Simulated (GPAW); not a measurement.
# Core-hole calculation of the Y L₃ edge in YTe (P-6m2), part 2 of 3

What does one-electron theory with a core hole give for the Y L₃ edge of YTe (P-6m2)?

GPAW 26.7.0; X-ray absorption from dipole matrix elements to empty bands, plane-wave PAW LDA.

So far. Step 2 (Ground state of the crystal): The mesh shows no gap, so the system is treated as a metal and the core electron is put at the Fermi level (neutral cell). Step 3 (Spectrum without a core hole, Y atom 2): Main maxima below 30 eV (height): 3.0 eV (3.19), 12.0 eV (0.85), 19.0 eV (0.66) and 27.4 eV (0.66). At an L edge the dipole rule selects empty d (and weakly s) states on the absorber, and the strong line at the onset measures the empty part of its d band.

### 5. Spectrum with XCH, Y atom 2

The holes are 5.8 Å apart. In GPAW the data set carries the hole's charge, so charge=0 means a charged cell and charge=-1 a neutral one. The excited electron is kept in the cell, where it fills the lowest empty states and screens the hole. After the field has converged, empty bands are computed with the density fixed and the dipole matrix elements are summed.

The input, xas.py:

```python
import numpy as np
from ase import Atoms
from ase.parallel import parprint, paropen
from gpaw import GPAW, PW, FermiDirac, Mixer, MixerDif, setup_paths
from gpaw.test import gen
setup_paths.insert(0, '.')
gen('Y', name='fch2p', xcname='LDA', corehole=(2, 1, 1), write_xml=True)
from gpaw.mpi import world
world.barrier()

atoms = Atoms('Te3Y3',
    cell=[[4.10909385, 0, 4.06166601],
     [-2.05454693, 3.55857966, 4.06166601],
     [-2.05454693, -3.55857966, 4.06166601]],
    scaled_positions=[[0.16666667, 0.5, 0.83333333],
     [0.5, 0.83333333, 0.16666667],
     [0.83333333, 0.16666667, 0.5],
     [0, 0, 0],
     [0.33333333, 0.33333333, 0.33333333],
     [0.66666667, 0.66666667, 0.66666667]],
    pbc=True)
atoms.calc = calc = GPAW(legacy_gpaw=True, mode=PW(430, force_complex_dtype=True), xc='LDA', setups={3: 'fch2p'},
    kpts={'size': (5, 5, 5), 'gamma': True}, occupations=FermiDirac(0.1),
    charge=-1, mixer=Mixer(0.1, 5, 50), maxiter=150,
    convergence={'density': 0.0001, 'eigenstates': 1e-6}, txt='scf.txt')
energy = atoms.get_potential_energy() + calc.get_reference_energy()
ef = calc.get_fermi_level()
out = dict(energy=energy, fermi=ef, forces=atoms.get_forces().tolist())
parprint(f'all-electron energy {energy:.4f} eV, Fermi level {ef:.4f} eV')
ev = np.array([[calc.get_eigenvalues(k, s) for k in range(len(calc.get_ibz_k_points()))] for s in range(calc.get_number_of_spins())])
out['homo'], out['lumo'], out['counts'] = ev[ev < ef].max(), ev[ev > ef].min(), sorted(set((ev < ef).sum((0, 2)).tolist()))
out['filled'] = (ev[:, 0] < ef).sum(1).tolist()

from ase.units import Ha
from gpaw.xas import dipole_matrix_elements
nb = int(calc.get_number_of_electrons() / 2) + 124
top, nb = nb, nb + 8 + nb // 12
nscf = calc.fixed_density(kpts={'size': (5, 5, 5), 'gamma': True}, nbands=nb,
    convergence={'bands': top, 'eigenstates': 5e-3}, maxiter=60, txt='nscf.txt')
cell = atoms.cell.array
ops = [cell.T @ U.T @ np.linalg.inv(cell.T) for U in nscf.wfs.kd.symmetry.op_scc]
E = np.arange(-6, 34, 0.1)
fwhm = np.interp(E, [4, 25], [1.5, 3.5])
Y, X, zero, highest = 0, 0, 1e9, 1e9
for spin in range(nscf.get_number_of_spins()):
    wfs = nscf.wfs
    mine = wfs.bd.get_slice()  # this rank's bands
    A = dipole_matrix_elements(wfs.setups[3])
    eps = np.zeros((wfs.kd.nibzkpts, nb))
    d = np.zeros((3, A.shape[1], wfs.kd.nibzkpts, nb), complex)
    for kpt in wfs.kpt_u:
        if kpt.s == spin and 3 in kpt.P_ani:
            eps[kpt.k, mine] = kpt.eps_n * Ha
            d[:, :, kpt.k, mine] = (kpt.weight * wfs.nspins / 2) ** 0.5 * np.inner(A, kpt.P_ani[3])
    world.sum(eps)
    world.sum(d)
    T = np.einsum('amkn,bmkn->abkn', d, d.conj()).real
    T = sum(np.einsum('ai,ijkn,bj->abkn', R, T, R) for R in ops) / len(ops)
    empty = eps > ef
    zero, highest = min(zero, eps[empty].min()), min(highest, eps[:, top - 1].min())
    lines = [(eps, T, empty)] if spin == 0 else lines + [(eps, T, empty)]
for eps, T, empty in lines:
    f = np.einsum('aakn->akn', T).reshape(3, -1)
    x = eps.ravel() - zero
    w = np.interp(x, E, fwhm) / 2.35482
    g = np.exp(-0.5 * ((E[:, None] - x) / w) ** 2) / (w * (2 * np.pi) ** 0.5)
    Y = Y + (f * empty.ravel()) @ g.T
    X = X + (f * ~empty.ravel()) @ g.T
out.update(E=E.round(2).tolist(), xas=Y.tolist(), xes=X.tolist(), zero=zero, valid=highest - zero, nk=len(eps), nb=nb)
for i in range(0, len(E), 10):
    parprint(f'{E[i]:7.2f}', *(f'{v:10.3e}' for v in Y[:, i]))
import json
with paropen('out.json', 'w') as f:
    json.dump(out, f)
```

The run is started by

```sh
$ OMP_NUM_THREADS=1 mpirun -n 4 gpaw python xas.py
```

Numbers of over 12 decimals in the logs are rounded to 6 here.

The log of the run:

```text
Input parameters:
  charge: -1
  convergence: {density: 0.0001,
                eigenstates: 1e-06}
  kpts: {gamma: True,
         size: (5, 5, 5)}
  maxiter: 150
  mixer: {backend: pulay,
          beta: 0.1,
          method: separate,
          nmaxold: 5,
          weight: 50}
  mode: {ecut: 430.0,
         force_complex_dtype: True,
         name: pw}
  occupations: {fixmagmom: False,
                name: fermi-dirac,
                width: 0.1}
  setups: {3: fch2p}

Initialize ...

[... PAW data sets ...]

Reference energy: -827770.859533  # eV

Spin-paired calculation

[... convergence settings ...]
Symmetries present (total): 2
  [... symmetry matrices ...]

125 k-points: 5 x 5 x 5 Monkhorst-Pack grid
39 k-points in the irreducible part of the Brillouin zone
       k-points in crystal coordinates                weights
   0:     0.00000000    0.00000000    0.00000000          1/125
   1:     0.00000000    0.20000000   -0.20000000          2/125
   2:     0.00000000    0.20000000    0.00000000          4/125
   3:     0.00000000    0.20000000    0.20000000          2/125
   4:     0.00000000    0.40000000   -0.40000000          2/125
   5:     0.00000000    0.40000000   -0.20000000          4/125
   6:     0.00000000    0.40000000    0.00000000          4/125
   7:     0.00000000    0.40000000    0.20000000          4/125
   8:     0.00000000    0.40000000    0.40000000          2/125
   9:     0.20000000   -0.40000000   -0.40000000          2/125
          ...
  38:     0.40000000    0.40000000    0.40000000          2/125

Wave functions: Plane wave expansion
  Cutoff energy: 430.000 eV
  Number of coefficients (min, max): 3590, 3620
  Pulay-stress correction: 0.000000 eV/Ang^3 (de/decut=0.000000)
  Using FFTW library
  Wavefunction extrapolation:
    Improved wavefunction reuse through dual PAW basis

Occupation numbers: Fermi-Dirac:
  width: 0.1000  # eV

Eigensolver
   Davidson(niter=2)

Densities:
  Coarse grid: 28*28*28 grid
  Fine grid: 56*56*56 grid
  Total Charge: 0.000000

Density mixing:
  Method: separate
  Backend: pulay
  Linear mixing parameter: 0.1
  old densities: 5
  Width of damping distribution: 1.1
  Damping of long wavelength oscillations: 50

[... Hamiltonian set-up ...]
Number of atoms: 6
Number of atomic orbitals: 51
Number of bands in calculation: 36
Number of valence electrons: 52
Bands to converge: occupied

... initialized

Initializing position-dependent things.

Density initialized from atomic densities
Creating initial wave functions:
  36 bands from LCAO basis set

             Y
               Te

       Te        Te
             Y

             Y

Atomic positions and initial magnetic moments

Positions:
   0 Te    -2.054547   -1.186193    6.092499    ( 0.0000,  0.0000,  0.0000)
   1 Te    -0.000000    2.372386    6.092499    ( 0.0000,  0.0000,  0.0000)
   2 Te     2.054547   -1.186193    6.092499    ( 0.0000,  0.0000,  0.0000)
   3 Y      0.000000    0.000000    0.000000    ( 0.0000,  0.0000,  0.0000)
   4 Y     -0.000000    0.000000    4.061666    ( 0.0000,  0.0000,  0.0000)
   5 Y     -0.000000    0.000000    8.123332    ( 0.0000,  0.0000,  0.0000)

Unit cell:
           periodic     x           y           z      points  spacing
  1. axis:    yes    4.109094    0.000000    4.061666    28     0.1964
  2. axis:    yes   -2.054547    3.558580    4.061666    28     0.1964
  3. axis:    yes   -2.054547   -3.558580    4.061666    28     0.1964

  Lengths:   5.777697   5.777697   5.777697
  Angles:   76.037108  76.037108  76.037108

Effective grid spacing dv^(1/3) = 0.2010

iter:   1   -51.028259
iter:   2   -45.745128   -0.72  -0.91
iter:   3   -45.489599   -1.49  -1.28
iter:   4   -45.332488   -1.91  -1.43
iter:   5   -45.304920   -1.65  -1.59
iter:   6   -45.289847   -2.51  -2.15
iter:   7   -45.289256c  -3.30  -2.26
iter:   8   -45.282507c  -3.09  -2.30
iter:   9   -45.282011c  -4.14  -2.81
iter:  10   -45.282031c  -4.96  -3.19
iter:  11   -45.281964c  -5.36  -3.22
iter:  12   -45.282005c  -5.58  -3.34
iter:  13   -45.281955c  -6.03c -3.43
iter:  14   -45.281972c  -6.57c -3.64
iter:  15   -45.281982c  -6.74c -3.87
iter:  16   -45.281971c  -6.89c -3.99
iter:  17   -45.281975c  -7.86c -4.69c

Converged after 17 iterations.

Dipole moment: (-0.000000, -0.000001, -0.000000) |e|*Ang

Energy contributions relative to reference atoms: (reference = -827770.859533)

Kinetic:        +17.284462
Potential:      -19.352906
External:        +0.000000
XC:             -42.973970
Entropy (-ST):   -0.226045
Local:           -0.126538
SIC:             +0.000000
--------------------------
Free energy:    -45.394997
Extrapolated:   -45.281975

Showing only first 2 kpts
 Kpt  Band  Eigenvalues  Occupancy
  0    24      6.02499    1.99998
  0    25      7.40743    0.14880
  0    26      7.40744    0.14879
  0    27      8.69335    0.00000

  1    24      6.36018    1.99930
  1    25      7.03809    1.52717
  1    26      7.11245    1.21120
[...]
Fermi level: 7.15533

No gap
No difference between direct/indirect transitions

Forces in eV/Ang:
  0 Te   -0.28056   -0.16198   -0.00000
  1 Te    0.00000    0.32396    0.00000
  2 Te    0.28056   -0.16198    0.00000
  3 Y     0.00000    0.00000    0.00000
  4 Y     0.00000    0.00000   -0.17105
  5 Y    -0.00000    0.00000    0.17105
Scalar-relativistic atomic LDA calculation for Y (Yttrium, Z=39)
Core hole in 2p state (2p occupation: 5.0)
750 radial gridpoints.
|------------------------------------------------|
|------------------------------------------------|
[... the atom generator's iteration count ...]

Energy contributions:
-------------------------
Kinetic:    +3390.169410
XC:          -101.586326
Potential:  -6591.707672
-------------------------
Total:      -3303.124588

state      eigenvalue         ekin         rmax
-----------------------------------------------
1s^2.0 :  -624.020649   785.933785        0.025
2s^2.0 :   -88.104979   159.718374        0.140
2p^5.0 :   -79.278025   154.656858        0.112
3s^2.0 :   -14.821145    41.563665        0.416
3p^6.0 :   -11.851076    38.628153        0.408
3d^10.0:    -6.902769    34.281661        0.347
4s^2.0 :    -2.317952     8.978980        1.088
4p^6.0 :    -1.537864     7.230238        1.182
4d^1.0 :    -0.465087     3.600285        1.531
5s^2.0 :    -0.408502     1.464135        2.930
5p^0.0 :    -0.262947     1.007025        3.543
-----------------------------------------------
(units: Bohr and Hartree)

Generating PAW setup
Kinetic energy of the core from tauc = 3378.447297
Cutoffs:
rc(s)=2.510
rc(p)=2.490
rc(d)=2.430
rc(vbar)=2.450
rc(comp)=2.410
rc(nct)=2.510

Kinetic energy of the core states: 3322.301470
Charge: 1.0
Core electrons: 27.0
Valence electrons: 11.0
Pseudo-core charge: 0.001449
Shape function alpha=1.722
Pseudo-electron charge 6.524097
state    eigenvalue         norm
--------------------------------
4s(2) :    -2.317952     0.579399
5s(2) :    -0.408502     0.963008
4p(6) :    -1.537864     0.451215
5p(0) :    -0.262947     0.957472
4d(1) :    -0.465087     0.730544
*d    :     0.534913
--------------------------------

Diagonalizing with gridspacing h=0.050

state   all-electron     PAW
-------------------------------
4s:      -2.317952    -2.318410
4p:      -1.537864    -1.538528
4d:      -0.465087    -0.465594
*f:                   -0.036509
-------------------------------
all-electron energy -827816.1415 eV, Fermi level 7.1553 eV
[...]
31.00  1.064e-05  1.064e-05  1.143e-05
  32.00  1.005e-05  1.005e-05  1.066e-05
  33.00  9.847e-06  9.848e-06  1.007e-05
```

The job ended after 79 s (4 MPI ranks of Intel Xeon Platinum 8375C at 2.90GHz (Ice Lake), shared host; peak memory 0.43 GiB).

The Y L₃ spectrum, Y atom 2, excited-electron core hole (neutral cell) (energy from the lowest empty level; intensity scaled to a mean of 1 over the first 20 eV; polarised curves are means over the symmetry-equivalent atoms):

```tsv
E (eV)	isotropic	ε ⊥ c	ε ∥ c
-2.0	0.00	0.00	0.00
-1.5	0.03	0.03	0.02
-1.0	0.14	0.16	0.10
-0.5	0.46	0.51	0.37
0.0	1.04	1.10	0.93
0.5	1.95	1.94	1.95
1.0	3.11	3.03	3.28
1.5	3.94	3.84	4.16
2.0	3.92	3.85	4.05
2.5	3.18	3.17	3.21
3.0	2.26	2.28	2.24
3.5	1.49	1.49	1.47
4.0	0.99	0.99	1.00
4.5	0.74	0.73	0.75
5.0	0.61	0.61	0.60
5.5	0.56	0.58	0.53
6.0	0.56	0.58	0.52
6.5	0.55	0.57	0.52
7.0	0.55	0.56	0.54
7.5	0.58	0.58	0.58
8.0	0.60	0.61	0.60
8.5	0.57	0.58	0.56
9.0	0.50	0.50	0.49
9.5	0.43	0.43	0.43
10.0	0.43	0.43	0.44
10.5	0.52	0.52	0.53
11.0	0.65	0.64	0.65
11.5	0.73	0.72	0.74
12.0	0.74	0.73	0.76
12.5	0.71	0.70	0.73
13.0	0.67	0.67	0.68
13.5	0.64	0.65	0.63
14.0	0.62	0.63	0.59
14.5	0.58	0.60	0.56
15.0	0.55	0.56	0.53
15.5	0.53	0.54	0.52
16.0	0.53	0.53	0.53
16.5	0.54	0.53	0.55
17.0	0.55	0.54	0.57
17.5	0.58	0.56	0.60
18.0	0.59	0.58	0.62
18.5	0.60	0.59	0.63
19.0	0.60	0.59	0.62
19.5	0.59	0.58	0.61
20.0	0.59	0.58	0.60
20.5	0.57	0.57	0.58
21.0	0.56	0.56	0.56
21.5	0.54	0.54	0.53
22.0	0.52	0.53	0.51
22.5	0.51	0.52	0.49
23.0	0.50	0.51	0.48
23.5	0.51	0.52	0.49
24.0	0.53	0.54	0.50
24.5	0.55	0.56	0.53
25.0	0.57	0.58	0.55
25.5	0.59	0.59	0.57
26.0	0.60	0.61	0.59
26.5	0.61	0.62	0.60
27.0	0.61	0.62	0.61
27.5	0.61	0.61	0.61
28.0	0.61	0.61	0.61
28.5	0.60	0.59	0.60
29.0	0.58	0.58	0.59
29.5	0.57	0.56	0.58
30.0	0.55	0.54	0.57
30.5	0.53	0.52	0.56
31.0	0.51	0.50	0.54
31.5	0.50	0.48	0.52
32.0	0.48	0.47	0.50
```

Main maxima below 30 eV (height): 1.8 eV (4.05), 11.8 eV (0.75) and 27.0 eV (0.61). 

### 6. Spectrum with FCH, Y atom 2

The holes are 5.8 Å apart. In GPAW the data set carries the hole's charge, so charge=0 means a charged cell and charge=-1 a neutral one. The excited electron is left out and a uniform background balances the charge. After the field has converged, empty bands are computed with the density fixed and the dipole matrix elements are summed.

Changed against the first core-hole run: core hole to FCH.

Changes to xas.py since step 5:

```diff
@@ -23,3 +23,3 @@
     kpts={'size': (5, 5, 5), 'gamma': True}, occupations=FermiDirac(0.1),
-    charge=-1, mixer=Mixer(0.1, 5, 50), maxiter=150,
+    charge=0, mixer=Mixer(0.1, 5, 50), maxiter=150,
     convergence={'density': 0.0001, 'eigenstates': 1e-6}, txt='scf.txt')
```

The log of the run:

```text
Input parameters:
  convergence: {density: 0.0001,
                eigenstates: 1e-06}
  kpts: {gamma: True,
         size: (5, 5, 5)}
  maxiter: 150
  mixer: {backend: pulay,
          beta: 0.1,
          method: separate,
          nmaxold: 5,
          weight: 50}
  mode: {ecut: 430.0,
         force_complex_dtype: True,
         name: pw}
  occupations: {fixmagmom: False,
                name: fermi-dirac,
[...]
*d    :     0.534913
--------------------------------

Diagonalizing with gridspacing h=0.050

state   all-electron     PAW
-------------------------------
4s:      -2.317952    -2.318410
4p:      -1.537864    -1.538528
4d:      -0.465087    -0.465594
*f:                   -0.036509
-------------------------------
all-electron energy -827823.2113 eV, Fermi level 7.0202 eV
[...]
32.00  1.006e-05  1.006e-05  1.074e-05
  33.00  9.786e-06  9.786e-06  1.011e-05
[key lines of the parts left out:]
Converged after 15 iterations.
Dipole moment: (-0.000000, -0.000001, -0.000000) |e|*Ang
Free energy:    -52.481047
Fermi level: 7.02022
```

It took 76 s on 4 MPI ranks; peak memory 0.43 GiB; 5.1 min of CPU time.

```tsv
E (eV)	first run	this run
-2.0	0.00	0.00
-1.0	0.14	0.20
0.0	1.04	1.31
1.0	3.11	3.08
2.0	3.92	3.98
3.0	2.26	2.31
4.0	0.99	0.99
5.0	0.61	0.59
6.0	0.56	0.53
7.0	0.55	0.53
8.0	0.60	0.58
9.0	0.50	0.52
10.0	0.43	0.41
11.0	0.65	0.58
12.0	0.74	0.73
13.0	0.67	0.68
14.0	0.62	0.62
15.0	0.55	0.56
16.0	0.53	0.52
17.0	0.55	0.54
18.0	0.59	0.58
19.0	0.60	0.60
20.0	0.59	0.59
21.0	0.56	0.56
22.0	0.52	0.52
23.0	0.50	0.50
24.0	0.53	0.52
25.0	0.57	0.56
26.0	0.60	0.59
27.0	0.61	0.61
28.0	0.61	0.61
29.0	0.58	0.59
30.0	0.55	0.55
31.0	0.51	0.52
32.0	0.48	0.48
```

Against the first run the r.m.s. difference is 5 %. The highest intensity below 24 eV stays at 1.8 eV.

The photon energy of the zero moves by -0.04 eV.

### 7. Spectrum with HCH, Y atom 2

The holes are 5.8 Å apart. The data set carries half a charge, which charge=0 leaves uncompensated but for the background. Half a hole is Slater's transition state, a compromise that weakens the attraction. After the field has converged, empty bands are computed with the density fixed and the dipole matrix elements are summed.

Changed against the first core-hole run: core hole from full to half.

Changes to xas.py since step 6:

```diff
@@ -6,3 +6,3 @@
 setup_paths.insert(0, '.')
-gen('Y', name='fch2p', xcname='LDA', corehole=(2, 1, 1), write_xml=True)
+gen('Y', name='hch2p', xcname='LDA', corehole=(2, 1, 0.5), write_xml=True)
 from gpaw.mpi import world
@@ -21,3 +21,3 @@
     pbc=True)
-atoms.calc = calc = GPAW(legacy_gpaw=True, mode=PW(430, force_complex_dtype=True), xc='LDA', setups={3: 'fch2p'},
+atoms.calc = calc = GPAW(legacy_gpaw=True, mode=PW(430, force_complex_dtype=True), xc='LDA', setups={3: 'hch2p'},
     kpts={'size': (5, 5, 5), 'gamma': True}, occupations=FermiDirac(0.1),
```

The log of the run:

```text
Input parameters:
  convergence: {density: 0.0001,
                eigenstates: 1e-06}
  kpts: {gamma: True,
         size: (5, 5, 5)}
  maxiter: 150
  mixer: {backend: pulay,
          beta: 0.1,
          method: separate,
          nmaxold: 5,
          weight: 50}
  mode: {ecut: 430.0,
         force_complex_dtype: True,
         name: pw}
  occupations: {fixmagmom: False,
                name: fermi-dirac,
[...]
*d    :     0.736060
--------------------------------

Diagonalizing with gridspacing h=0.050

state   all-electron     PAW
-------------------------------
4s:      -2.026206    -2.026665
4p:      -1.267900    -1.268573
4d:      -0.263940    -0.264377
*f:                    0.016647
-------------------------------
all-electron energy -828878.7084 eV, Fermi level 7.2187 eV
[...]
32.00  1.068e-05  1.068e-05  1.145e-05
  33.00  1.039e-05  1.039e-05  1.078e-05
[key lines of the parts left out:]
Converged after 14 iterations.
Dipole moment: (-0.000000, -0.000000, -0.000000) |e|*Ang
Free energy:    -42.799359
Fermi level: 7.21866
```

Wall time 72 s (4 MPI ranks); peak memory 0.43 GiB.

```tsv
E (eV)	first run	this run
-2.0	0.00	0.00
-1.0	0.14	0.10
0.0	1.04	0.71
1.0	3.11	1.91
2.0	3.92	3.57
3.0	2.26	2.99
4.0	0.99	1.44
5.0	0.61	0.77
6.0	0.56	0.64
7.0	0.55	0.60
8.0	0.60	0.64
9.0	0.50	0.55
10.0	0.43	0.43
11.0	0.65	0.63
12.0	0.74	0.78
13.0	0.67	0.71
14.0	0.62	0.65
15.0	0.55	0.58
16.0	0.53	0.54
17.0	0.55	0.56
18.0	0.59	0.60
19.0	0.60	0.62
20.0	0.59	0.61
21.0	0.56	0.58
22.0	0.52	0.54
23.0	0.50	0.52
24.0	0.53	0.53
25.0	0.57	0.57
26.0	0.60	0.61
27.0	0.61	0.63
28.0	0.61	0.62
29.0	0.58	0.61
30.0	0.55	0.58
31.0	0.51	0.54
32.0	0.48	0.50
```

The scaled spectrum changes by 25 % r.m.s. A shift of +0.4 eV leaves 9 %. The highest intensity below 24 eV goes from 1.8 eV (4.05) to 2.2 eV (3.64).

### 8. Supercell without a hole, the energy reference

The mesh changes for the next run, so it gets a reference energy of its own.

The input, scf.py:

```python
import numpy as np
from ase import Atoms
from ase.parallel import parprint, paropen
from gpaw import GPAW, PW, FermiDirac, Mixer, MixerDif, setup_paths
from gpaw.test import gen
setup_paths.insert(0, '.')
gen('Y', name='nch2p', xcname='LDA', corehole=(2, 1, 0), write_xml=True)
from gpaw.mpi import world
world.barrier()

atoms = Atoms('Te3Y3',
    cell=[[4.10909385, 0, 4.06166601],
     [-2.05454693, 3.55857966, 4.06166601],
     [-2.05454693, -3.55857966, 4.06166601]],
    scaled_positions=[[0.16666667, 0.5, 0.83333333],
     [0.5, 0.83333333, 0.16666667],
     [0.83333333, 0.16666667, 0.5],
     [0, 0, 0],
     [0.33333333, 0.33333333, 0.33333333],
     [0.66666667, 0.66666667, 0.66666667]],
    pbc=True)
atoms.calc = calc = GPAW(legacy_gpaw=True, mode=PW(430, force_complex_dtype=True), xc='LDA', setups={3: 'nch2p'},
    kpts={'size': (3, 3, 3), 'gamma': True}, occupations=FermiDirac(0.1),
    charge=0, mixer=Mixer(0.1, 5, 50), maxiter=150,
    convergence={'density': 0.0001, 'eigenstates': 1e-6}, txt='scf.txt')
energy = atoms.get_potential_energy() + calc.get_reference_energy()
ef = calc.get_fermi_level()
out = dict(energy=energy, fermi=ef, forces=atoms.get_forces().tolist())
parprint(f'all-electron energy {energy:.4f} eV, Fermi level {ef:.4f} eV')
ev = np.array([[calc.get_eigenvalues(k, s) for k in range(len(calc.get_ibz_k_points()))] for s in range(calc.get_number_of_spins())])
out['homo'], out['lumo'], out['counts'] = ev[ev < ef].max(), ev[ev > ef].min(), sorted(set((ev < ef).sum((0, 2)).tolist()))
out['filled'] = (ev[:, 0] < ef).sum(1).tolist()
import json
with paropen('out.json', 'w') as f:
    json.dump(out, f)
```

The run is started by

```sh
$ OMP_NUM_THREADS=1 mpirun -n 4 gpaw python scf.py
```

The log of the run:

```text
Input parameters:
  convergence: {density: 0.0001,
                eigenstates: 1e-06}
  kpts: {gamma: True,
         size: (3, 3, 3)}
  maxiter: 150
  mixer: {backend: pulay,
          beta: 0.1,
          method: separate,
          nmaxold: 5,
          weight: 50}
  mode: {ecut: 430.0,
         force_complex_dtype: True,
         name: pw}
  occupations: {fixmagmom: False,
                name: fermi-dirac,
[...]
5s(2) :    -0.155371     0.971849
4p(6) :    -1.027192     0.548140
5p(0) :    -0.054980     0.976393
4d(1) :    -0.097195     0.865310
*d    :     0.902805
--------------------------------

Diagonalizing with gridspacing h=0.050

state   all-electron     PAW
-------------------------------
4s:      -1.763072    -1.763529
4p:      -1.027192    -1.027856
4d:      -0.097195    -0.097523
*f:                    0.059866
-------------------------------
all-electron energy -829911.6567 eV, Fermi level 7.3777 eV
[key lines of the parts left out:]
Converged after 12 iterations.
Dipole moment: (-0.000000, -0.000004, -0.000000) |e|*Ang
Free energy:    -35.621414
Fermi level: 7.37766
```

The job ended after 8.7 s (4 MPI ranks; peak memory 0.2 GiB; 34 s of CPU time).

Reference energy: -829911.657 eV with the cores included.

(Continued in part 3 of 3.)

[Banner, clock and machine lines of the logs are left out without a mark of their own.]

[Logs are printed without paths, hosts, clocks, repeated set-up lines and the standing remarks that a program may print on its own settings, such as how far it seeks lower states.]

[Hosts, paths, dates, database ids (printed as entryN), source tags and the programs' standing remarks are cut or masked in the printed files.]

[Lists of maxima count a maximum above −3 eV only where it reaches 4 % of the highest in the window and stands out from its surroundings by 2 % of it (1.5 % where it reaches 55 %); shoulders and weaker maxima are passed over, and of the rest the first, up to two pre-edge ones and the few strongest are named.]
